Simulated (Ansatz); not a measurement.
# GaN(111) slab, H on both faces (54 atoms): repeated cells from small to large, part 2 of 2

Aim: repeat one cell of GaN(111) slab, H on both faces (54 atoms) to ever larger supercells at Γ and follow error, time and memory.

Ansatz 0.2.0; Kohn-Sham DFT, PBE, PAW (set soft_2), plane waves.

The cell: 18 Ga, 18 N and 18 H. Caps of real hydrogen don't mimic the fractional bonds of a polar compound. Beside vacuum, support functions can miss their usual error bounds without a warning.

So far. Step 4 (Support functions, 54 atoms): The energy lies 40.1 meV/atom above the dense-mesh reference, and 3.8 meV/atom below plane waves of the same size, an offset between the two bases that leaves the sampling error alike. Step 5 (Plane waves, 216 atoms): The energy lies 0.537 meV/atom above the dense-mesh reference.

## Step 6: Support functions, 216 atoms

The repeated cell is solved at Γ in support functions.

This step: Kohn-Sham DFT, PBE, PAW (set soft_2), localised support functions (medium) (Ansatz 0.2.0).

The input, input.yaml:

```yaml
crystal:
  lattice:
    - [9.54594, 0.0, 0.0]
    - [-4.77297, 8.26703, 0.0]
    - [0.0, 0.0, 17.8276]
  atoms:
    [... the 54 atom lines of step 2 ...]
  supercell: [2, 2, 1]
kpoints:
  mp_grid: { grid: [1, 1, 1] }
hamiltonian:
  xc: pbe
scf:
  occupations: { method: gaussian, width: 0.05 }
  eigensolver: { kind: { support_functions: { accuracy: medium } } }
  mixing: { beta: 0.4 }
  max_iter: 150
output:
  forces: true
```

On the command line:

```sh
$ ansatz run input.yaml --threads 8 --pin off --max-ram 15872MiB --backend cpu --events-out ev --progress --plain --runs-dir out
```

Numbers of over 12 decimals in the logs are rounded to 6 here.

What it wrote:

```text
Warning: scf.eigensolver.kind.support_functions: disabling space-group detection — the functions' gradient is summed over unrotated k-points, so no spatial operation reduces the k-mesh or symmetrises the density; time reversal is kept, so that k and −k are solved as one point where they differ and the mesh holds both, and exact exchange and, on two spinor components, a DFT+U term hold to it where the run has them: [...]
settings of this run that can trade accuracy for cost: scf.eigensolver.kind.support_functions [...]
[...]
Crystal: 216 atoms, lattice volume = 5627.572 Å³
Basis set: ecut = 420 eV, 109991 PW (Γ), exchange–correlation on 256×256×240 points (8 copies of the dense FFT grid, shifted against one another)
Bands: 821, of which v1, the nominal top of the filled ones, is band 684 counted from 1 (683 counted from 0)
Symmetry: 1 space group operations
k-points: 1
[...]
SCF iter   1: F=—  HF=-301289.473359 eV  |F-HF|=—  |Δ(HF+E_count)|=         —  Δρ=8.51e-2  dr2=5.00e2  ethr=1.00e-1
[...]
SCF iter  12: F=—  HF=-301217.926689 eV  |F-HF|=—  |Δ(HF+E_count)|=   2.20e-3  Δρ=1.31e-5  dr2=7.06e-6  ethr=3.65e-9  κ⁻¹=1.8e-7(r=7)
SCF iter  13: F=-301217.928617 eV  HF=-301217.928612 eV  |F-HF|=4.53e-6  |Δ(HF+E_count)|=   1.92e-3  Δρ=7.45e-6  dr2=2.10e-6  ethr=5.16e-10
SCF 1 converged in 13 iterations: F = -301217.965467 eV  dr2 = 2.10e-6
[...]
SCF converged after 13 iterations
Stability not checked: this state was not tested for a lower state beside it, because the mixer in use, unlike msr1, does not test its closes by its own steps (another_mixer; see scf.mixing.algorithm and scf.lower_state_search)
Free energy (F): -301217.965467 eV
[...]
Internal energy: -301217.965467 eV  (E = F + TS)
E sigma→0 (E₀):  -301217.965467 eV
Fermi energy:    0.206175 eV
[...]
Σ components = -301217.965467   (vs F -301217.965467, Δ=0.00e0)
--- Forces (eV/Å), atoms counted from 1 ---
  atom   1  Ga    -0.33901550    -0.08835393     1.69722382
  atom   2  N      0.61100366     0.26928412     0.67191064
  atom   3  Ga    -0.09662133     0.15835024     1.30680672
  atom   4  N     -0.37711278     0.15796736    -1.99809104
  atom   5  Ga    -0.50047850     0.38908445     1.75001768
  atom   6  N     -0.23848426    -0.54499225    -0.56850890
  [... forces on the other 210 atoms ...]
  max |Σ_I F_I| component: 1.55e-2 eV/Å
--- Band table (eV) ---
[... left out ...]
  guard bands above this table: 119 of the run's 821 bands (output.publish_guard_bands: true publishes all)
[...]
```

Wall time 2.8 min (8 threads of Arm Neoverse V2, shared host); peak memory 7.6 GiB; 22 min of CPU time.

The program repeats the typed cell 2×2×1 times, 216 atoms in all; totals in the log are those of the whole repeated cell, and force differences are taken after averaging over the copies of each atom.

The energy lies 3.33 meV/atom below the dense-mesh reference, and 3.9 meV/atom below plane waves of the same size, an offset between the two bases that leaves the sampling error alike.

## Step 7: All sizes together

Differences are against the typed cell on a 4×4×1 mesh, which samples like Γ on 864 atoms (r.m.s. force component 0.975 eV/Å, gap 1.47 eV). Every repeated cell is solved at Γ, and forces are averaged over the copies of each atom. Hardware: 8 threads of Arm Neoverse V2, shared host.

| atoms | repeats | basis | Δ force, r.m.s. (meV/Å) | Δ energy (meV/atom) | less plane waves of the same size (meV/atom) | gap (eV) | spread among copies (meV/Å) | SCF cycles | time | host memory (GiB) |
| --- | --- | --- | --- | --- | --- | --- | --- | --- | --- | --- |
| 54 | 1×1×1 | plane waves | 46.4 | 43.9 | - | - | - | 9 | 3.4 s | 1.3 |
| 54 | 1×1×1 | support functions | 45.1 | 40.1 | -3.8 | 1.49 | - | 13 | 43 s | 3.0 |
| 216 | 2×2×1 | plane waves | 2.10 | 0.537 | - | - | 0 | 10 | 67 s | 9.7 |
| 216 | 2×2×1 | support functions | 4.30 | -3.33 | -3.9 | 1.48 | 0.18 | 13 | 2.8 min | 7.6 |

## Step 8: The reference in detail

The comparisons rest on this run, so its electronic structure is set out here.

Length of the force by element:

| element | coordination | atoms | mean length of the force (eV/Å) | spread | least | most |
| --- | --- | --- | --- | --- | --- | --- |
| Ga | all | 18 | 1.82 | 0.313 | 1.32 | 2.63 |
| H | all | 18 | 0.707 | 0.636 | 0.089 | 2.25 |
| N | all | 18 | 1.85 | 0.920 | 0.209 | 2.97 |

Löwdin charges by element (they lack the spilled electrons, 0.022 e an atom on average):

| element | coordination | atoms | mean charge (e) | spread | least | most |
| --- | --- | --- | --- | --- | --- | --- |
| Ga | all | 18 | 0.695 | 0.097 | 0.590 | 0.8 |
| H | all | 18 | 0.104 | 0.176 | -0.0803 | 0.291 |
| N | all | 18 | -0.733 | 0.0096 | -0.752 | -0.719 |

By region:

| region | atoms | mean length of the force (eV/Å) |
| --- | --- | --- |
| slab | 36 | 1.83 |
| hydrogen | 18 | 0.707 |

Density of states as counts of states in windows of 1 eV (from the Fermi level), total and the larger projections:

| from (eV) | to (eV) | total | slab | N p | Ga p | Ga s | H s | hydrogen |
| --- | --- | --- | --- | --- | --- | --- | --- | --- |
| -10 | -9 | 0.0 | 0.0 | 0.0 | 0.0 | 0.0 | 0.0 | 0.0 |
| -9 | -8 | 13.2 | 11.5 | 7.3 | 1.1 | 2.5 | 1.5 | 1.5 |
| -8 | -7 | 12.5 | 11.4 | 7.5 | 1.4 | 1.9 | 1.1 | 1.1 |
| -7 | -6 | 10.2 | 9.7 | 5.9 | 1.1 | 2.0 | 0.5 | 0.5 |
| -6 | -5 | 15.0 | 13.9 | 8.0 | 1.6 | 3.0 | 1.0 | 1.0 |
| -5 | -4 | 12.5 | 11.9 | 8.4 | 2.0 | 1.0 | 0.5 | 0.5 |
| -4 | -3 | 23.4 | 22.7 | 16.6 | 4.6 | 0.6 | 0.6 | 0.6 |
| -3 | -2 | 12.5 | 12.3 | 9.4 | 1.9 | 0.3 | 0.2 | 0.2 |
| -2 | -1 | 12.4 | 10.1 | 7.2 | 2.0 | 0.4 | 2.2 | 2.2 |
| -1 | 0 | 14.3 | 8.8 | 4.6 | 3.2 | 0.6 | 5.3 | 5.3 |
| 0 | 1 | 0.5 | 0.3 | 0.1 | 0.1 | 0.0 | 0.1 | 0.1 |
| 1 | 2 | 3.2 | 1.8 | 0.4 | 0.8 | 0.1 | 0.6 | 0.6 |
| 2 | 3 | 5.0 | 2.7 | 0.5 | 1.1 | 0.3 | 0.8 | 0.8 |
| 3 | 4 | 14.3 | 9.8 | 1.7 | 4.5 | 1.3 | 1.1 | 1.1 |
| 4 | 5 | 20.1 | 13.0 | 2.8 | 5.6 | 2.1 | 1.3 | 1.3 |

Between -19 and -10 eV lie 216 more states.

The levels nearest the highest filled one (over half full), pooled over k-points and spins:

| level less the highest filled one (eV) | occupation |
| --- | --- |
| -0.0034 | 2 |
| -0.0025 | 2 |
| -0.0019 | 2 |
| -0.0011 | 2 |
| -7.0e-4 | 2 |
| 0 | 2 |
| 1.47 | 0 |
| 1.72 | 0 |
| 1.72 | 0 |
| 1.72 | 0 |
| 2.07 | 0 |
| 2.07 | 0 |

Mean Löwdin charges: Ga +0.69, H +0.10, N -0.73 e (they miss 0.34 % of the electrons, so they add up to more than the cell's charge). The largest share in the top eV of filled states is N p (40 % of the projected weight), and in the lowest eV of empty states Ga p (32 % of the projected weight).

## Step 9: Results

```
free energy per atom                             : -1394.5243 eV/atom
r.m.s. force component                           : 0.9752 eV/Å
gap (highest filled to lowest empty level) : 1.474 eV
wall time of the 5 DFT runs                      : 6 min
```

**Reading.** Repeating the cell at Γ samples more k-points: in plane waves the energy difference from the dense mesh goes from 43.9 meV/atom at 54 atoms to 0.537 at 216, and the force difference from 46 to 2.1 meV/Å. At equal size the support functions lie 3.8 to 3.9 meV/atom below plane waves, likely because their grid holds more waves than 420 eV; no run tests this. At the largest size the support functions' forces differ from the reference by 0.44 % of the r.m.s. force, which holds the difference of sampling between the two as well as that of the basis. In some support-function runs the search for missed states was left out or partial.

Between filled and empty levels lie 1.47 eV (on the run's k-points); states at the surface or the caps may set this spacing.

**Limits.** The geometry was built by rule, was displaced at random and isn't relaxed at this level: its force components are 0.98 eV/Å r.m.s.

[Logs are printed without paths, hosts, clocks, repeated set-up lines and the standing remarks that a program may print on its own settings, such as how far it seeks lower states.]

[Hosts, paths, dates, database ids (printed as entryN), source tags and the programs' standing remarks are cut or masked in the printed files.]
